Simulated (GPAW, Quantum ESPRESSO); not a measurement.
Consider YS (Fm-3m).

```xyz
2
Lattice="0.0000 2.7437 2.7437 2.7437 0.0000 2.7437 2.7437 2.7437 0.0000" Properties=species:S:1:pos:R:3 pbc="T T T"
Y     2.7437    2.7437    2.7437
S     0.0000    0.0000    0.0000
```

Absorber: atom 2, with 6 Y at 2.74 Å (octahedral, site symmetry m-3m). Method: Quantum ESPRESSO XSpectra, LDA, excited-electron core hole (neutral cell), 8-atom cell with 5.5 Å between holes, 6×6×6 k points, dipole transitions, Lorentzian half width 0.3 eV up to 4 eV, rising linearly to 2.5 eV at 25 eV.

Question: Where do the maxima of the S K edge fall?

Main maxima up to 24 eV above the zero (height): 2.1 eV (1.72), 3.2 eV (1.92), 4.8 eV (1.64), 6.7 eV (1.41) and 13.0 eV (0.82). A K edge sees empty p states; the first features are S p mixed into the empty d states of the Y neighbours, and the broad ones above probably into the cations' higher empty bands. The total-energy difference is 2475.51 eV. One term is added: -16.82 eV, since the hole is spin-paired here and a spin-polarised one costs that much less in the free atom (computed apart). The photon energy is then 2458.69 eV. The functional leaves an error in such absolute values: in the free atom LDA prices this hole 9.1 eV below PBE (computed apart), and PBE is itself good to a few eV.

The S K spectrum (energy from the energy zero of the input (xe0, at the border of filled and empty states); intensity scaled to a mean of 1 over the first 20 eV; the points at xe0, where the cut of filled states can leave a spike, are interpolated):

| E (eV) | intensity |
| --- | --- |
| -2.0 | 0.05 |
| -1.4 | 0.07 |
| -0.8 | 0.10 |
| -0.2 | 0.24 |
| 0.4 | 0.61 |
| 1.0 | 0.74 |
| 1.6 | 1.49 |
| 2.2 | 1.69 |
| 2.8 | 1.47 |
| 3.4 | 1.75 |
| 4.0 | 0.87 |
| 4.6 | 1.51 |
| 5.2 | 1.48 |
| 5.8 | 1.20 |
| 6.4 | 1.37 |
| 7.0 | 1.31 |
| 7.6 | 1.14 |
| 8.2 | 1.11 |
| 8.8 | 0.96 |
| 9.4 | 0.79 |
| 10.0 | 0.71 |
| 10.6 | 0.75 |
| 11.2 | 0.80 |
| 11.8 | 0.81 |
| 12.4 | 0.81 |
| 13.0 | 0.82 |
| 13.6 | 0.80 |
| 14.2 | 0.78 |
| 14.8 | 0.78 |
| 15.4 | 0.80 |
| 16.0 | 0.83 |
| 16.6 | 0.84 |
| 17.2 | 0.84 |
| 17.8 | 0.83 |
| 18.4 | 0.83 |
| 19.0 | 0.84 |
| 19.6 | 0.87 |
| 20.2 | 0.89 |
| 20.8 | 0.91 |
| 21.4 | 0.93 |
| 22.0 | 0.94 |
| 22.6 | 0.95 |
| 23.2 | 0.97 |
| 23.8 | 1.01 |
| 24.4 | 1.04 |
| 25.0 | 1.06 |
| 25.6 | 1.08 |
| 26.2 | 1.07 |
| 26.8 | 1.05 |
| 27.4 | 1.01 |
| 28.0 | 0.96 |
| 28.6 | 0.90 |
| 29.2 | 0.85 |
| 29.8 | 0.82 |
| 30.4 | 0.80 |
| 31.0 | 0.80 |
| 31.6 | 0.79 |

The primitive cell holds an odd number of electrons, so a spin-paired run has to come out metallic; that is right for a metal, but some such compounds are magnetic or distorted insulators. The holes are only 5.5 Å apart, so the shape is probably not converged with cell size; no larger cell was run here. Lifetime broadening is put in by hand, and intensities beyond about 20 eV depend on it and on the partial waves. The structure is a published determination, not relaxed.

[Banner, clock and machine lines of the logs are left out without a mark of their own.]

[Logs are printed without paths, hosts, clocks, repeated set-up lines and the standing remarks that a program may print on its own settings, such as how far it seeks lower states.]

[Hosts, paths, dates, database ids (printed as entryN), source tags and the programs' standing remarks are cut or masked in the printed files.]

[Lists of maxima count a maximum above −3 eV only where it reaches 4 % of the highest in the window and stands out from its surroundings by 2 % of it (1.5 % where it reaches 55 %); shoulders and weaker maxima are passed over, and of the rest the first, up to two pre-edge ones and the few strongest are named.]
